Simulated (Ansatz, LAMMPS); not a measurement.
# Convergence of a linear-scaling basis for amorphous trans-polyacetylene (as short chains C28H32) at 250 K (360 atoms)

Aim: test how closely localised support functions follow the reference on amorphous trans-polyacetylene (as short chains C28H32) at 250 K (360 atoms), and at what cost. A setting counts as converged where the r.m.s. difference of forces stays under 1 % of the r.m.s. force.

Calculated with Ansatz 0.2.0; Kohn-Sham DFT, PBE+D3(BJ), PAW (set soft_2), plane waves.

## Step 1: The structure

The cell holds 360 atoms: 168 C and 192 H. Cell: a = 15.056 Å, b = 15.056 Å, c = 15.056 Å, α = 90.0°, β = 90.0°, γ = 90.0°. 6 trans-polyacetylene chains of 13 units with methyl end groups placed at random, at 1.08 g/cm³; overlaps pushed apart, then 20 ps at 800 K with MMFF94 bonds, angles, torsions, charges and radii (Halgren, J. Comput. Chem. 17, 490 (1996)) in harmonic and 12-6 forms. Snapshot after 30 ps at 250 K and fixed volume.

Before any run, some limits are plain. The network of contacts between molecules at the start is that of the classical potential that made the cell, and needn't be the one that DFT or experiment would give. The density was typed from a rule of thumb and may lie off the real one at this temperature. Sampling is at Γ alone, for a cell whose shortest periodic width is 15 Å.

## Step 2: How the cell was made

A classical potential supplies the starting structure, since it reaches far longer times than DFT.

This step: classical MD, MMFF94 bonds, angles, torsions, charges and radii (Halgren, J. Comput. Chem. 17, 490 (1996)) in harmonic and 12-6 forms; charges of ions scaled by 0.8 (LAMMPS 22 Jul 2025 - Update 4).

File in.lmp:

```
# amorphous trans-polyacetylene
units real
atom_style full
boundary p p p
bond_style harmonic
angle_style harmonic
dihedral_style opls
improper_style harmonic
special_bonds lj 0 0 0.5 coul 0 0 0.75
read_data data.lmp
neigh_modify delay 0 every 1 check yes one 4000
comm_modify cutoff 12.0
timestep 0.5
thermo_style custom step time temp pe press density
thermo_modify norm yes
# push overlapping molecules apart
pair_style soft 2.6
pair_coeff * * 0.0
variable a equal ramp(1,60)
fix ad all adapt 1 pair soft a * * v_a
velocity all create 800 419225 mom yes dist gaussian
fix lim all nve/limit 0.03
fix lan all langevin 800 800 50 419226 zero yes
thermo 1000
run 3000 post no
unfix ad
pair_style lj/cut/coul/long 9.0
pair_modify mix arithmetic tail yes
pair_coeff 1 1 0.0678 3.3680   # C
pair_coeff 2 2 0.0678 3.5860   # C
pair_coeff 3 3 0.0216 2.5400   # H
kspace_style pppm 1.0e-4
thermo 100
minimize 1e-5 1e-3 300 3000
# [... 15 lines left out ...]
compute msd all msd com yes
thermo 7500
fix md all nvt temp 250 250 100
run 30000 post no
print "== T250: mean square displacement over the hold $(c_msd[4]:%.2f) A^2"
unfix md
uncompute msd
write_dump all custom T250.dump id type xs ys zs modify sort id
```

Launch:

```
$ lmp -in in.lmp -log none -nocite
```

Numbers of over 12 decimals in the logs are rounded to 6 here.

Log:

```text
LAMMPS (22 Jul 2025 - Update 4)
Reading data file ...
  orthogonal box = (0 0 0) to (15.05568 15.05568 15.05568)
  360 atoms
  orthogonal box = (0 0 0) to (15.05568 15.05568 15.05568)
  354 bonds
  540 angles
  672 dihedrals
  156 impropers
   Step          Time           Temp          PotEng         Press         Density
         0   0              800            0.6592814     -3997.2441      1.0759996
      1000   500            627.94589      2.7348028      23859.838      1.0759996
      2000   1000           650.51205      2.7685647      43336.986      1.0759996
      3000   1500           621.77679      2.7390893      38368.507      1.0759996
[... 29 lines left out ...]
Loop time of 30.3317 s on 1 MPI rank(s) for 20000 steps with 360 atoms
   Step          Time           Temp          PotEng         Press         Density
[... 4 lines left out ...]
Loop time of 27.4591 s on 1 MPI rank(s) for 20000 steps with 360 atoms
   Step          Time           Temp          PotEng         Press         Density
[... 2 lines left out ...]
     52500   51500          246.09632      0.37232512     13305.891      1.0759996
     60000   59000          263.75258      0.42624568     15674.897      1.0759996
     67500   66500          263.94671      0.39759618     10864.139      1.0759996
     72000   71000          255.4923       0.46126573     19512.124      1.0759996
Loop time of 39.0408 s on 1 MPI rank(s) for 30000 steps with 360 atoms
== T250: mean square displacement over the hold 0.39 A^2
```

Elapsed: 1.7 min, on 1 thread of Arm Neoverse V2, shared host; peak memory 0.13 GiB.

The input also reads data.lmp (atoms, bonds and types; not printed here).

## Step 3: Plane-wave single point

The first run fixes the reference, at a cutoff of 420 eV.

File input.yaml:

```yaml
crystal:
  lattice:
    - [15.05568, 0.0, 0.0]
    - [0.0, 15.05568, 0.0]
    - [0.0, 0.0, 15.05568]
  atoms:
    - { symbol: C, position: [0.8786, 0.57109, 0.37667] }
    - { symbol: C, position: [0.81393, 0.53444, 0.31618] }
    - { symbol: C, position: [0.79311, 0.45046, 0.31513] }
    - { symbol: C, position: [0.73846, 0.41057, 0.24587] }
    - { symbol: C, position: [0.66254, 0.44528, 0.21491] }
    - { symbol: C, position: [0.61727, 0.40992, 0.13584] }
    - { symbol: C, position: [0.61635, 0.32614, 0.11638] }
    - { symbol: C, position: [0.59117, 0.30831, 0.02626] }
    - { symbol: C, position: [0.6342, 0.2473, 0.98021] }
    - { symbol: C, position: [0.63128, 0.24747, 0.8891] }
    - { symbol: C, position: [0.68239, 0.21314, 0.82691] }
    - { symbol: C, position: [0.66831, 0.20874, 0.73394] }
    - { symbol: C, position: [0.62612, 0.27433, 0.68704] }
    - { symbol: C, position: [0.60922, 0.26287, 0.5937] }
    - { symbol: C, position: [0.56438, 0.32378, 0.54795] }
    - { symbol: C, position: [0.54281, 0.3086, 0.45764] }
    - { symbol: C, position: [0.47393, 0.34653, 0.41668] }
    - { symbol: C, position: [0.45622, 0.32749, 0.32208] }
    - { symbol: C, position: [0.39866, 0.37278, 0.2704] }
    - { symbol: C, position: [0.38268, 0.35669, 0.17802] }
    - { symbol: C, position: [0.33253, 0.40437, 0.12608] }
    - { symbol: C, position: [0.31671, 0.3792, 0.03594] }
    - { symbol: C, position: [0.28072, 0.43485, 0.97809] }
    - { symbol: C, position: [0.2609, 0.40729, 0.88755] }
    - { symbol: C, position: [0.2487, 0.46778, 0.82614] }
    - { symbol: C, position: [0.239, 0.44275, 0.73236] }
    - { symbol: C, position: [0.28302, 0.48697, 0.6728] }
    - { symbol: C, position: [0.29581, 0.45991, 0.58049] }
    - { symbol: H, position: [0.94261, 0.58197, 0.34736] }
    - { symbol: H, position: [0.88556, 0.53252, 0.4363] }
    - { symbol: H, position: [0.85196, 0.63418, 0.40465] }
    - { symbol: H, position: [0.7872, 0.56829, 0.25868] }
    [... 322 atom lines left out ...]
    - { symbol: H, position: [0.21912, 0.09897, 0.88249] }
    - { symbol: H, position: [0.18932, 0.10851, 0.03256] }
    - { symbol: H, position: [0.10645, 0.29055, 0.00189] }
    - { symbol: H, position: [0.06473, 0.23661, 0.15935] }
    - { symbol: H, position: [0.15581, 0.30473, 0.15592] }
    - { symbol: H, position: [0.16388, 0.17966, 0.17566] }
kpoints:
  mp_grid: { grid: [1, 1, 1] }
hamiltonian:
  xc: pbe
  dispersion: d3bj
scf:
  occupations: { method: gaussian, width: 0.05 }
output:
  forces: true
  stress: true
  populations: true
  dos:
    method: { smearing: { sigma: 0.1 } }
    de: 0.1
    projected: { site_lists: { C: [C], H: [H] } }
  eigenvalues: true
  write_density: true
  write_potential: true
  volumetric_format: npy
```

Launch:

```
$ ansatz run input.yaml --threads 8 --pin off --max-ram 15872MiB --backend cpu --events-out ev --progress --plain --runs-dir out
```

Log:

```text
Engine: ansatz 0.2.0, aarch64-unknown-linux-gnu
Pseudopotentials: kind: paw
Pseudopotential: C, paw, valence charge 4, recommended cutoff 420 eV (normal), C.paw.azcp
Pseudopotential: H, paw, valence charge 1, recommended cutoff 420 eV (normal), H.paw.azcp
[... 5 lines on functional and potentials left out ...]
Crystal: 360 atoms, lattice volume = 3412.724 Å³
Basis set: ecut = 420 eV, 66635 PW (Γ), exchange–correlation on 216×216×216 points (8 copies of the dense FFT grid, shifted against one another)
Bands: 792, of which v1, the nominal top of the filled ones, is band 432 counted from 1 (431 counted from 0)
Symmetry: 1 space group operations
Space group: P1 (ITA 1), of the structure as read, at distance tolerance 1.5e-4 Å
k-points: 1
[... 5 lines on functional and potentials left out ...]
Initial density: superposition of atomic densities (neutral atoms: chi_scale 0, normalization atom), corrected by the library's trained network
Initial wavefunctions: pseudopotential atomic-orbital guess
Functional: x = pbe(κ = 0.804, μ = 0.219515), c = pbe(β = 0.066725)
SCF iter   1: F=—  HF=-45205.794395 eV  |F-HF|=—  |Δ(HF+E_count)|=         —  Δρ=5.63e-3  dr2=1.38e0  ethr=1.77e-3  ⟨swp⟩=5.0  Hψ=3194  notcnv=0  defer=329
preconditioner: auto → Resta (q_TF=auto, 2.170 Å⁻¹)  ε∞=2.5  [insulator: Δε(μ)=1.180 eV  Ē_g=15.123 eV  σ=0.050 eV  W_gap=1.00  n_scr=618 (ndim 8)  ℏωp=18.7 eV  f_vac=0.133  D(μ)=0.00/eV (n_scr^D=0)  ε∞_Penn≈2.5]
SCF iter   2: F=—  HF=-45205.583112 eV  |F-HF|=—  |Δ(HF+E_count)|=   2.11e-1  Δρ=2.90e-3  dr2=2.72e-1  ethr=1.60e-4  ⟨swp⟩=3.0  Hψ=1346  notcnv=0  defer=353
SCF iter   3: F=—  HF=-45205.584180 eV  |F-HF|=—  |Δ(HF+E_count)|=   1.07e-3  Δρ=1.37e-3  dr2=8.99e-2  ethr=3.15e-5  ⟨swp⟩=2.0  Hψ=710  notcnv=0  defer=353
SCF iter   4: F=—  HF=-45205.588687 eV  |F-HF|=—  |Δ(HF+E_count)|=   4.51e-3  Δρ=4.55e-4  dr2=1.26e-2  ethr=1.04e-5  ⟨swp⟩=2.0  Hψ=667  notcnv=0  defer=353
SCF iter   5: F=—  HF=-45205.589836 eV  |F-HF|=—  |Δ(HF+E_count)|=   1.15e-3  Δρ=2.08e-4  dr2=2.59e-3  ethr=1.46e-6  ⟨swp⟩=2.0  Hψ=860  notcnv=0  defer=353
SCF iter   6: F=—  HF=-45205.590193 eV  |F-HF|=—  |Δ(HF+E_count)|=   3.58e-4  Δρ=7.61e-5  dr2=3.49e-4  ethr=2.99e-7  ⟨swp⟩=2.0  Hψ=696  notcnv=0  defer=353
SCF iter   7: F=—  HF=-45205.590283 eV  |F-HF|=—  |Δ(HF+E_count)|=   8.96e-5  Δρ=3.35e-5  dr2=6.29e-5  ethr=4.03e-8  ⟨swp⟩=2.0  Hψ=863  notcnv=0  defer=353
SCF iter   8: F=—  HF=-45205.594522 eV  |F-HF|=—  |Δ(HF+E_count)|=   4.24e-3  Δρ=1.34e-5  dr2=8.36e-6  ethr=7.27e-9  ⟨swp⟩=2.0  Hψ=1062  notcnv=0  defer=355
SCF iter   9: F=—  HF=-45205.594526 eV  |F-HF|=—  |Δ(HF+E_count)|=   3.66e-6  Δρ=5.08e-6  dr2=1.39e-6  ethr=9.67e-10  ⟨swp⟩=2.0  Hψ=858  notcnv=0  defer=355
SCF iter  10: F=—  HF=-45205.594527 eV  |F-HF|=—  |Δ(HF+E_count)|=   5.97e-7  Δρ=2.32e-6  dr2=3.34e-7  ethr=1.60e-10  ⟨swp⟩=2.0  Hψ=861  notcnv=0  defer=355
SCF iter  11: F=-45205.594527 eV  HF=-45205.594527 eV  |F-HF|=1.77e-8  |Δ(HF+E_count)|=   5.94e-8  Δρ=8.46e-7  dr2=2.99e-8  ethr=1.16e-11  ⟨swp⟩=21.0  Hψ=7127  notcnv=0
SCF 1 converged in 11 iterations: F = -45205.594527 eV  dr2 = 2.99e-8
  greatest PAW one-centre occupation: 0.701 electrons in one spin orbital (limit 2), on the C atom at site 243 (counted from 0), in its partial waves of l = 0
SCF converged after 11 iterations
Free energy (F): -45205.594527 eV
Harris-Foulkes:  -45205.594527 eV  (|F-HF|=1.77e-8)
Internal energy: -45205.594527 eV  (E = F + TS)
E sigma→0 (E₀):  -45205.594527 eV
Fermi energy:    1.930027 eV
--- Per-component energies (eV) ---
  E_band       = -5566.252767
  E_kinetic    = 18037.317260
  E_local      = -46545.697525  (includes V_loc(G=0)·N_el)
  E_nonlocal   = 4991.992994
  E_hartree    = 15738.051837
  E_xc         = -9810.367664
  E_vxc        = -12225.183903  (∫ρ·V_xc dr)
  E_paw        = -16817.987194  (= ΣΔE_a)
  E_vpaw       = -1300.521028  (= ΣTr[D̂ρ^β])
  E_aug_tail   = -0.265125  (compensation charges beyond the density's cutoff)
  E_ewald      = -10774.027663
  E_disp       = -24.611447  (pairwise vdW)
  E_smearing   = -0.000000  (= −TS)
  E_closure    = -0.000000  (closes the sum)
  Σ components = -45205.594527   (vs F -45205.594527, Δ=0.00e0)
--- Forces (eV/Å), atoms counted from 1 ---
  atom   1  C     -0.83777654     1.82883757     1.36214083
  atom   2  C      0.05977286     0.67992044    -1.07588769
  atom   3  C     -1.54267565    -1.28146382    -1.27845067
  atom   4  C     -0.78536887     2.04278897     1.54115951
  atom   5  C      0.07325206    -0.02710437    -0.90414019
  atom   6  C      1.06085783     2.59252773     4.01666383
  atom   7  C     -0.74533019    -1.75033842    -1.42794443
  atom   8  C     -1.47425763     0.23195015     1.46278328
  atom   9  C      2.17950310    -0.93956366    -0.15262335
  atom  10  C     -3.67399961     0.81690120    -1.72232907
  atom  11  C      1.67506104    -1.25852530    -0.55255915
  atom  12  C     -0.74206116     1.68106583     0.31801178
  atom  13  C      0.68453624    -1.30506538    -1.24205608
  atom  14  C      0.22311428     0.28853334     2.85707045
[...]
atom 359  H      0.17538500    -0.95723741     0.41189327
  atom 360  H      0.05699369     0.84338542    -0.78315561
  max |Σ_I F_I| component: 6.08e-5 eV/Å
--- Stress (GPa, compression-positive) ---
        4.010997      -0.691258       0.838855
       -0.691259       4.305437      -0.553023
        0.838855      -0.553022       8.223788
  P = ⅓ Tr σ = 5.5134 GPa (55.134 kbar)
--- Band table (eV) ---
  k-point 0: bands = ["-15.5213", "-15.4710", "-15.4485", "-15.4267", [... 776 levels ...], "12.3113", "12.3250", "12.3434", "12.3504", "12.3549", "12.3701", "12.4041", "12.4109", "12.4383", "12.4473", "12.4728", "12.4930"]
--- Löwdin populations: 360 sites ---
  site symbol       q [e]
     0      C      4.4643
     1      C      4.1008
     2      C      4.1471
[...]
359      H      0.8286
  spilling = 0.012212 (of n_electrons = 864.000000)
```

Run time: 76 s. Hardware: 8 threads of Arm Neoverse V2, shared host; peak memory 6 GiB.

In the SCF lines HF is the Harris–Foulkes energy and dr2 the Hartree energy of the density residual, in eV; the loop may stop once dr2 is under the threshold and the program's other checks hold. Hψ counts applications of the Hamiltonian.

Read from the output:

- free energy: -45205.5945 eV
- free energy per atom: -125.5711 eV/atom
- SCF cycles: 11
- pressure: 5.513 GPa
- r.m.s. force component: 0.9342 eV/Å
- longest force: 4.897 eV/Å
- Fermi energy: 1.93 eV
- gap (highest filled to lowest empty level): 1.145 eV
- spilling of the projection: 0.01221

Neighbours are counted within 1.34 Å (H-C), 1.85 Å (C-C).

Length of the force by element and coordination:

| element | coordination | atoms | mean length of the force (eV/Å) | spread | least | most |
| --- | --- | --- | --- | --- | --- | --- |
| C | all | 168 | 1.87 | 0.861 | 0.347 | 4.90 |
| C | 3 | 156 | 1.89 | 0.869 | 0.418 | 4.90 |
| C | 4 | 12 | 1.64 | 0.716 | 0.347 | 3.02 |
| H | all | 192 | 0.920 | 0.589 | 0.179 | 3.18 |

Löwdin charges by element and coordination (they lack the spilled electrons, 0.029 e an atom on average):

| element | coordination | atoms | mean charge (e) | spread | least | most |
| --- | --- | --- | --- | --- | --- | --- |
| C | all | 168 | -0.144 | 0.0846 | -0.464 | -0.0796 |
| C | 3 | 156 | -0.121 | 0.015 | -0.166 | -0.0796 |
| C | 4 | 12 | -0.444 | 0.0135 | -0.464 | -0.416 |
| H | all | 192 | 0.181 | 0.0127 | 0.149 | 0.221 |

Density of states as counts of states in windows of 1 eV (from the Fermi level), total and the larger projections:

| from (eV) | to (eV) | total | C p | H s |
| --- | --- | --- | --- | --- |
| -10 | -9 | 53.0 | 28.1 | 13.7 |
| -9 | -8 | 48.6 | 37.7 | 8.0 |
| -8 | -7 | 63.8 | 48.2 | 12.0 |
| -7 | -6 | 89.2 | 63.9 | 21.8 |
| -6 | -5 | 108.2 | 77.8 | 27.7 |
| -5 | -4 | 112.3 | 86.5 | 24.2 |
| -4 | -3 | 40.1 | 36.0 | 3.7 |
| -3 | -2 | 30.5 | 29.0 | 1.2 |
| -2 | -1 | 24.6 | 23.5 | 0.8 |
| -1 | 0 | 12.9 | 12.6 | 0.2 |
| 0 | 1 | 9.7 | 9.2 | 0.2 |
| 1 | 2 | 25.4 | 23.6 | 0.9 |
| 2 | 3 | 28.4 | 23.8 | 2.0 |
| 3 | 4 | 64.1 | 35.8 | 11.9 |
| 4 | 5 | 74.9 | 32.8 | 17.2 |

Between -18 and -10 eV lie 281 more states.

The levels nearest the highest filled one (over half full), pooled over k-points and spins:

| level less the highest filled one (eV) | occupation |
| --- | --- |
| -0.38 | 2 |
| -0.287 | 2 |
| -0.129 | 2 |
| -0.0597 | 2 |
| -0.0346 | 2 |
| 0 | 2 |
| 1.14 | 0 |
| 1.24 | 0 |
| 1.25 | 0 |
| 1.41 | 0 |
| 1.52 | 0 |
| 1.67 | 0 |

Valence density in the bc plane at fractional x = 0.164, with atoms of C and H within 0.2 Å of it. It is the smooth field of the valence electrons, not physical close to the nuclei.

Ten even steps from '0' (0.0 e/Å³) to '9' (2.0 e/Å³), each cell a mean:
```
00000258731000000000000000000111100000013410
00001368620000000000000000001355310000002210
00001469841000000000000000002698410000000000
00000125752100000000000000001488510000013321
00000013431000000000000000000269731000137962
00001345421000000000000000000258630000137962
00003654310000000000000000000011100000148951
00000000000000000000000000000001100000147741
00000000000000000000000000000002310000012210
00000000000000000000000000000001100000000000
00000000000000000000000000000000000001000000
00000012210000000000000001321000000001111000
00000124642000000000000014874200000000000000
01443469886410000011000002575200000000010000
01455565444410000012100001377410000000232000
00011221000000000000000001389620000000010000
00000000000000000000000000134210000000000000
21000000000000000013200000011110000000000001
74100000110000000012100000001343000000000013
11000002654334200000000000001243000001100001
00000001356554200000000000000000000026510000
00000000135421000000121000001000000012210000
00001233466521000000000000035310000000000000
00002478996421000000000000012211000000000000
```
Columns run along b (15.1 Å), rows up along c (15.1 Å). Atoms in or near the plane, at fractional coordinates: C at (0.93, 0.79), C at (0.92, 0.70), H at (0.92, 0.96), C at (0.18, 0.43), H at (0.85, 0.13), H at (0.01, 0.22), H at (0.05, 0.40), H at (0.25, 0.40), C at (0.71, 0.79), C at (0.69, 0.88), H at (0.63, 0.05), H at (0.69, 0.19), C at (0.15, 0.90), C at (0.16, 0.00) and more.

Electrostatic potential energy in the bc plane at fractional x = 0.164, with atoms of C and H within 0.2 Å of it. With pseudopotentials it is smooth inside the atoms' cores, unlike the true potential.

Values in eV, 13 rows by 16 columns, each cell a mean:
```
  5   3 -22  -7   5   6   6   6   4   5   1  -3   5   5  -4  -3
  5   2 -21 -13   5   6   6   6   5   5 -13 -24   4   6   3   3
  5   4  -4  -7   5   5   5   5   5   5  -1 -31  -2   5 -16 -21
  5  -7 -12  -2   5   4   3   4   5   6   4  -3   4   5 -19 -15
  5   5   5   5   5   5   5   5   5   5   5  -3   3   5  -5  -3
  5   5   4   5   5   5   5   5   5   4   5   4   4   4   4   5
  5   4  -2  -3   5   5   5   5   4 -12  -7   5   5   4   3   5
 -5 -13 -21 -22  -8   5   1  -2   5 -11 -15   5   6   4  -2   5
  5   1   1   4   5   5   5   4   6  -5 -21   3   6   4   0   5
 -4   5   5   5   6   5   0  -5   5   4   0   3   5   5   5   3
 -3   5  -3 -12  -7  -3   4   4   5   5   0 -10   4   1   3   3
  5   5   4  -9  -8   2   5  -1   2   4   2   5   5  -7   2   5
  5   0 -18 -23 -10   5   6   5   5   2  -7   3   6   5   4   5
```
Columns run along b (15.1 Å; values clipped at the 3rd and 97th percentile), rows up along c (15.1 Å). Atoms in or near the plane, at fractional coordinates: C at (0.93, 0.79), C at (0.92, 0.70), H at (0.92, 0.96), C at (0.18, 0.43), H at (0.85, 0.13), H at (0.01, 0.22), H at (0.05, 0.40), H at (0.25, 0.40), C at (0.71, 0.79), C at (0.69, 0.88), H at (0.63, 0.05), H at (0.69, 0.19), C at (0.15, 0.90), C at (0.16, 0.00) and more.

Mean Löwdin charges: C -0.14, H +0.18 e (they miss 1.2 % of the electrons, so they add up to more than the cell's charge). The largest share in the top eV of filled states is C p (97 % of the projected weight), and in the lowest eV of empty states C p (96 % of the projected weight).

(Part 1 of 2 ends here.)

[Logs are printed without paths, hosts, clocks, repeated set-up lines and the standing remarks that a program may print on its own settings, such as how far it seeks lower states.]

[Hosts, paths, dates, database ids (printed as entryN), source tags and the programs' standing remarks are cut or masked in the printed files.]

[The MMFF94 radii named for the starting cell were scaled by 0.96; in molecules described by MMFF94, hydrogen bound to N, O or S took a small fixed 12-6 site in their place.]
